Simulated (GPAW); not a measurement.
# C2 in line between two Na chains: transmission at several levels, part 2 of 2

Wanted: the zero-bias transmission of C2 in line between two Na chains on a ladder of levels, with run times.

GPAW 26.7.0; GPAW LCAO, PAW setups; Landauer transmission from Green's functions with principal layers (ASE), zero bias.

So far, transmission at the Fermi level (one spin): step 2 (GPAW, dzp, PBE, GPAW) 0.101; step 3 (basis szp(dzp), PBE, GPAW) 0.0920; step 4 (basis sz(dzp), PBE, GPAW) 0.111; step 5 (revPBE) 0.0973.

## Step 7: The levels side by side

The curves are compared point by point over the common energies.

This step: comparison of transmission and cost over codes and levels (GPAW 26.7.0).

Ladder, by row:

```
      step  code  T at the Fermi level (sum over the listed spins)  conductance (G0)  r.m.s. T(E) from the first  wall time (s)  peak memory (GiB)  threads
       dzp  GPAW                                            0.1008            0.1014                           0          77.82               1.47        1
       szp  GPAW                                           0.09202           0.09275                     0.05823          61.37                1.4        1
        sz  GPAW                                             0.111            0.1148                      0.1762          47.65               1.33        1
dzp-revPBE  GPAW                                           0.09726           0.09839                     0.04419             76               1.47        1
```

The transmission, zone mean, sum over the listed spins by energy, zero at the Fermi level:

```
energy (eV)      dzp      szp       sz  dzp-revPBE
      -2.00  1.5e-10  2.0e-10  3.7e-13     1.5e-10
      -1.85  1.5e-10  1.9e-10  3.6e-13     1.5e-10
      -1.70  1.5e-10  1.9e-10  3.6e-13     1.5e-10
      -1.50  1.4e-10  1.9e-10  3.5e-13     1.5e-10
      -1.35  1.4e-10  1.9e-10  3.5e-13     1.5e-10
      -1.20  1.4e-10  2.0e-10  3.6e-13     1.4e-10
      -1.05  1.2e-10  2.0e-10  3.8e-13     1.3e-10
      -0.90  1.5e-10  2.2e-10        0     2.0e-10
      -0.70    0.966    0.765   0.0678       0.931
      -0.55    0.359    0.397    0.844       0.437
      -0.40    0.212    0.203    0.532       0.234
      -0.25    0.162    0.151    0.254       0.168
      -0.10    0.127    0.117    0.155       0.125
       0.00    0.101   0.0920    0.111      0.0973
       0.10   0.0773   0.0700   0.0791      0.0734
       0.25   0.0526   0.0477   0.0506      0.0494
       0.40   0.0395   0.0365   0.0373      0.0371
       0.55   0.0331   0.0316   0.0318      0.0314
       0.70   0.0300   0.0297   0.0300      0.0286
       0.90   0.0274   0.0291   0.0302      0.0264
       1.05   0.0258   0.0289   0.0309      0.0248
       1.20   0.0243   0.0291   0.0321      0.0235
       1.35   0.0233   0.0297   0.0341      0.0226
       1.50   0.0226   0.0310   0.0370      0.0220
       1.70   0.0215   0.0329   0.0423      0.0211
       1.85   0.0197   0.0334   0.0464      0.0193
       2.00   0.0156   0.0309   0.0485      0.0147
```

## Step 8: Broadening 1e-05: eta = 1e-05

The broadening keeps the Green's functions finite; too large a value absorbs electrons where channels are open and leaks them where none are.

This step: GPAW LCAO, PAW setups; Landauer transmission from Green's functions with principal layers (ASE), zero bias (GPAW 26.7.0).

The input, run.py:

```python
import json
import numpy as np
from ase import Atoms
from ase.transport.calculators import TransportCalculator
from gpaw import GPAW, FermiDirac
from gpaw.lcao.tools import get_lcao_hamiltonian
from scipy.linalg import eigh

# The junction with lead layers at both ends, along the third cell vector
device = Atoms(
    ['Na', 'Na', 'Na', 'Na', 'Na', 'Na', 'C', 'C', 'Na', 'Na', 'Na', 'Na', 'Na', 'Na'],
    positions=[
        [4.50000, 4.50000, 1.65000],
        [4.50000, 4.50000, 4.95000],
        [4.50000, 4.50000, 8.25000],
        [4.50000, 4.50000, 11.55000],
        [4.50000, 4.50000, 14.85000],
        [4.50000, 4.50000, 18.15000],
        [4.50000, 4.50000, 20.29420],
        [4.50000, 4.50000, 21.53420],
        [4.50000, 4.50000, 23.67840],
        [4.50000, 4.50000, 26.97840],
        [4.50000, 4.50000, 30.27840],
        [4.50000, 4.50000, 33.57840],
        [4.50000, 4.50000, 36.87840],
        [4.50000, 4.50000, 40.17840]],
    cell=[[9.0, 0.0, 0.0], [0.0, 9.0, 0.0], [0.0, 0.0, 41.8284]],
    pbc=True)

# One principal layer of the lead: the first 4 atoms of the device
lead = Atoms(
    ['Na', 'Na', 'Na', 'Na'],
    positions=[
        [4.50000, 4.50000, 1.65000],
        [4.50000, 4.50000, 4.95000],
        [4.50000, 4.50000, 8.25000],
        [4.50000, 4.50000, 11.55000]],
    cell=[[9.0, 0.0, 0.0], [0.0, 9.0, 0.0], [0.0, 0.0, 13.2]],
    pbc=True)

settings = dict(mode='lcao', basis='dzp', xc='PBE', h=0.2,
                occupations=FermiDirac(0.1), maxiter=250,
                mixer=dict(beta=0.1, nmaxold=8, weight=100.0),
                convergence=dict(density=0.0001))
energies = np.arange(-2, 2 + 1e-9, 0.05)
eta = 1e-05
n1, n2 = 1, 1
# k and -k transmit alike, so half of the mesh across the current serves
mesh = [(i, j) for i in range(n1) for j in range(n2) if (i, j) <= (-i % n1, -j % n2)]
weights = np.array([1 if (i, j) == (-i % n1, -j % n2) else 2 for i, j in mesh]) / (n1 * n2)

# [... helper functions left out ...]
fermi_lead = ground_state(lead, (1, 1, 9), 'lead.txt')
fermi_device = ground_state(device, (1, 1, 2), 'device.txt')
# [... loop over the mesh left out, but for ...]
        # Shift the lead onto the potential of the device's first layer
        shift = ((H[:, 0, 0] - H0[:, 0, 0]) / S0[0, 0]).real.mean()
# [...]
kT = 8.617333e-5 * 500
bias = [0.1, 0.2, 0.5, 1.0, 1.5, 2.0]
# [... integrals and printing left out ...]
```

Run with:

```bash
$ OMP_NUM_THREADS=1 OPENBLAS_NUM_THREADS=1 python run.py
```

The program printed:

```text
basis functions: device 230, principal layer 68
Fermi level: lead -2.4844 eV, device -2.7264 eV; lead shifted by 0.0000 eV
largest coupling past the next layer 4.16e-12 eV, largest misfit of the first layer 0.049 eV
  E-E_F (eV)   T (one spin)  [channel counts left out]
    -2.000    1.4796e-12
    -1.950    1.4770e-12
    -1.900    1.4742e-12
    -1.850    1.4714e-12
    -1.800    1.4684e-12
    -1.750    1.4653e-12
    -1.700    1.4620e-12
    -1.650    1.4585e-12
    -1.600    1.4549e-12
    -1.550    1.4510e-12
    -1.500    1.4467e-12
    -1.450    1.4420e-12
    -1.400    1.4365e-12
    -1.350    1.4300e-12
    -1.300    1.4219e-12
    -1.250    1.4109e-12
[...]
1.650    2.1886e-02
     1.700    2.1532e-02
     1.750    2.1071e-02
     1.800    2.0475e-02
     1.850    1.9708e-02
     1.900    1.8708e-02
     1.950    1.7392e-02
     2.000    1.5618e-02
conductance at 500 K: 0.10158 G0 a cell; thermopower 28.7 uV/K
current from the zero-bias T(E) at 0.1 V: 0.78778 uA
current from the zero-bias T(E) at 0.2 V: 1.5798 uA
current from the zero-bias T(E) at 0.5 V: 4.0285 uA
current from the zero-bias T(E) at 1.0 V: 9.1587 uA
current from the zero-bias T(E) at 1.5 V: 19.227 uA
current from the zero-bias T(E) at 2.0 V: 21.877 uA
```

Wall time 78 s (1 thread of Arm Neoverse V2, shared host); peak memory 1.5 GiB.

This step gave:

```yaml
conductance: 0.1016 G₀
thermopower: 28.70 μV/K
largest_coupling_past_the_next_principal_layer: 4.16e-12 eV
largest_misfit_of_the_first_principal_layer: 0.04933 eV
shift_that_aligns_the_lead: 4.44e-5 eV
transmission_at_the_fermi_level_one_spin: 0.1010
```

One spin. Table of transmission, zone mean by energy, zero at the Fermi level:

```
energy (eV)  transmission, zone mean
      -2.00                  1.5e-12
      -1.85                  1.5e-12
      -1.70                  1.5e-12
      -1.60                  1.5e-12
      -1.45                  1.4e-12
      -1.30                  1.4e-12
      -1.15                  1.4e-12
      -1.05                  1.2e-12
      -0.90                  1.5e-12
      -0.75                    0.584
      -0.70                    0.972
      -0.60                    0.473
      -0.50                    0.290
      -0.35                    0.191
      -0.20                    0.151
      -0.05                    0.114
       0.00                    0.101
       0.05                   0.0886
       0.20                   0.0594
       0.35                   0.0429
       0.50                   0.0348
       0.60                   0.0319
       0.75                   0.0293
       0.90                   0.0275
       1.05                   0.0258
       1.15                   0.0248
       1.30                   0.0236
       1.45                   0.0228
       1.60                   0.0222
       1.70                   0.0215
       1.85                   0.0197
       2.00                   0.0156
```

Not self-consistent under bias; the bias window is split evenly. Current through one cell, from the zero-bias transmission against bias:

```
bias (V)  current through one cell, from the zero-bias transmission (μA)
   0.100                                                           0.788
   0.200                                                            1.58
   0.500                                                            4.03
   1.000                                                            9.16
   1.500                                                            19.2
   2.000                                                            21.9
```

Table of transmission of the three most open eigenchannels by energy, zero at the Fermi level:

```
energy (eV)  channel 1  channel 2  channel 3
      -2.00    1.3e-12          0          0
      -1.85    1.3e-12          0          0
      -1.70    1.3e-12          0          0
      -1.60    1.3e-12          0          0
      -1.45    1.3e-12          0          0
      -1.30    1.3e-12          0          0
      -1.15    1.2e-12          0          0
      -1.05    1.2e-12          0          0
      -0.90    1.4e-12          0          0
      -0.75      0.584          0          0
      -0.60      0.473          0          0
      -0.50      0.290          0          0
      -0.35      0.191          0          0
      -0.20      0.151          0          0
      -0.05      0.114          0          0
       0.00      0.101          0          0
       0.05     0.0886          0          0
       0.20     0.0594          0          0
       0.35     0.0429          0          0
       0.50     0.0348          0          0
       0.60     0.0319          0          0
       0.75     0.0293          0          0
       0.90     0.0275          0          0
       1.05     0.0258          0          0
       1.15     0.0248          0          0
       1.30     0.0236          0          0
       1.45     0.0228          0          0
       1.60     0.0222          0          0
       1.70     0.0215          0          0
       1.85     0.0197     2.6e-5     2.6e-5
       2.00     0.0152     2.0e-4     2.0e-4
```

The conductance equals that of the dzp run to 0.2 %.

## Step 9: Smearing 0.05: width = 0.05

Smearing helps the SCF of a metal converge, but it blurs occupations at band edges near the Fermi level.

run.py: that of step 8 with these lines changed.

```diff
@@ -41,3 +41,3 @@
 settings = dict(mode='lcao', basis='dzp', xc='PBE', h=0.2,
-                occupations=FermiDirac(0.1), maxiter=250,
+                occupations=FermiDirac(0.05), maxiter=250,
                 mixer=dict(beta=0.1, nmaxold=8, weight=100.0),
@@ -45,3 +45,3 @@
 energies = np.arange(-2, 2 + 1e-9, 0.05)
-eta = 1e-05
+eta = 0.0001
 n1, n2 = 1, 1
```

The program printed:

```text
basis functions: device 230, principal layer 68
Fermi level: lead -2.4922 eV, device -2.7423 eV; lead shifted by -0.0083 eV
largest coupling past the next layer 4.16e-12 eV, largest misfit of the first layer 0.059 eV
  E-E_F (eV)   T (one spin)  [channel counts left out]
    -2.000    1.3579e-10
    -1.950    1.3551e-10
    -1.900    1.3522e-10
    -1.850    1.3491e-10
    -1.800    1.3460e-10
    -1.750    1.3427e-10
    -1.700    1.3392e-10
    -1.650    1.3356e-10
    -1.600    1.3318e-10
    -1.550    1.3278e-10
    -1.500    1.3234e-10
    -1.450    1.3186e-10
    -1.400    1.3132e-10
    -1.350    1.3067e-10
    -1.300    1.2986e-10
    -1.250    1.2878e-10
[...]
1.650    2.4545e-02
     1.700    2.4394e-02
     1.750    2.4091e-02
     1.800    2.3586e-02
     1.850    2.2827e-02
     1.900    2.1746e-02
     1.950    2.0256e-02
     2.000    1.8208e-02
conductance at 500 K: 0.14977 G0 a cell; thermopower 32.47 uV/K
current from the zero-bias T(E) at 0.1 V: 1.16 uA
current from the zero-bias T(E) at 0.2 V: 2.3182 uA
current from the zero-bias T(E) at 0.5 V: 5.8202 uA
current from the zero-bias T(E) at 1.0 V: 13.996 uA
current from the zero-bias T(E) at 1.5 V: 25.508 uA
current from the zero-bias T(E) at 2.0 V: 26.899 uA
```

Run time: 91 s. Hardware: 1 thread; peak memory 1.5 GiB.

This step gave:

```
conductance                                 : 0.1498 G₀
thermopower                                 : 32.47 μV/K
largest misfit of the first principal layer : 0.05924 eV
shift that aligns the lead                  : -0.008267 eV
transmission at the Fermi level (one spin)  : 0.1506
```

One spin. Transmission, zone mean against energy, zero at the Fermi level:

```
energy (eV)  transmission, zone mean
     -2.000                  1.4e-10
     -1.800                  1.3e-10
     -1.600                  1.3e-10
     -1.400                  1.3e-10
     -1.200                  1.3e-10
     -1.000                  9.5e-11
     -0.800                   1.3e-4
     -0.600                    0.988
     -0.400                    0.342
     -0.200                    0.220
      0.000                    0.151
      0.200                   0.0750
      0.400                   0.0442
      0.600                   0.0354
      0.800                   0.0327
      1.000                   0.0297
      1.200                   0.0264
      1.400                   0.0248
      1.600                   0.0246
      1.800                   0.0236
      2.000                   0.0182
```

Not self-consistent under bias; the bias window is split evenly. The current through one cell, from the zero-bias transmission by bias:

```
bias (V)  current through one cell, from the zero-bias transmission (μA)
   0.100                                                            1.16
   0.200                                                            2.32
   0.500                                                            5.82
   1.000                                                            14.0
   1.500                                                            25.5
   2.000                                                            26.9
```

Transmission of the three most open eigenchannels against energy, zero at the Fermi level:

```
energy (eV)  channel 1  channel 2  channel 3
      -2.00    1.2e-10    1.3e-11          0
      -1.85    1.2e-10    1.3e-11          0
      -1.70    1.2e-10    1.3e-11          0
      -1.60    1.2e-10    1.3e-11          0
      -1.45    1.2e-10    1.2e-11          0
      -1.30    1.2e-10    1.2e-11          0
      -1.15    1.1e-10    1.1e-11          0
      -1.05    1.0e-10    8.2e-12          0
      -0.90    1.7e-10    1.6e-11    2.2e-12
      -0.75     0.0640    8.7e-11    3.9e-11
      -0.60      0.988    7.4e-11    9.2e-12
      -0.50      0.584    8.4e-11    1.1e-11
      -0.35      0.287    9.0e-11    1.2e-11
      -0.20      0.220    9.0e-11    1.2e-11
      -0.05      0.172    8.9e-11    1.2e-11
       0.00      0.151    8.9e-11    1.2e-11
       0.05      0.128    8.8e-11    1.2e-11
       0.20     0.0750    8.6e-11    1.2e-11
       0.35     0.0489    8.3e-11    1.1e-11
       0.50     0.0384    8.0e-11    1.1e-11
       0.60     0.0354    7.8e-11    1.1e-11
       0.75     0.0333    7.4e-11    1.1e-11
       0.90     0.0313    7.1e-11    1.0e-11
       1.05     0.0288    6.7e-11    9.8e-12
       1.15     0.0272    6.4e-11    9.5e-12
       1.30     0.0254    5.9e-11    9.1e-12
       1.45     0.0247    5.5e-11    8.5e-12
       1.60     0.0246    5.0e-11    7.9e-12
       1.70     0.0244    4.7e-11    7.4e-12
       1.85     0.0228     1.9e-5     1.9e-5
       2.00     0.0179     1.6e-4     1.6e-4
```

The conductance, 0.150 G₀, lies 48 % above that of the dzp run.

## Step 10: What came out

```json
{
  "conductance": "0.101 G₀",
  "transmission at the Fermi level, mean of the spins": "0.101",
  "thermopower": "28.7 μV/K"
}
```

In words: In the dzp basis the junction conducts 0.101 G₀ at 500 K, with T = 0.101 a spin at the Fermi level; the szp basis reaches that conductance within 10 %. At the Fermi level one eigenchannel carries the current (0.10). The positive thermopower says that the thermally weighted transmission is larger below the Fermi level, as for hole-like transport. Measured against the first run (dzp), the nearest curve is that of dzp-revPBE (r.m.s. 0.044) and the farthest that of sz (0.18). Over the compared runs wall time goes from 48 s (sz) to 78 s (dzp), on a shared host. A change of numerical settings alone (smearing 0.05) gives 0.150 G₀, so the conductance is not converged in them and the ranking of the bases holds for these settings only. The geometry was built from estimated bond lengths and not relaxed, so the numbers describe this model structure. An evenly spaced straight chain is an idealisation: free chains tend to dimerise, zigzag or, where a band edge lies near the Fermi level, turn magnetic. The currents use the zero-bias T(E) throughout, which holds only while the bias is small against the distance to the nearest feature.

[Logs are printed without paths, hosts, clocks, repeated set-up lines and the standing remarks that a program may print on its own settings, such as how far it seeks lower states.]

[Hosts, paths, dates, database ids (printed as entryN), source tags and the programs' standing remarks are cut or masked in the printed files.]
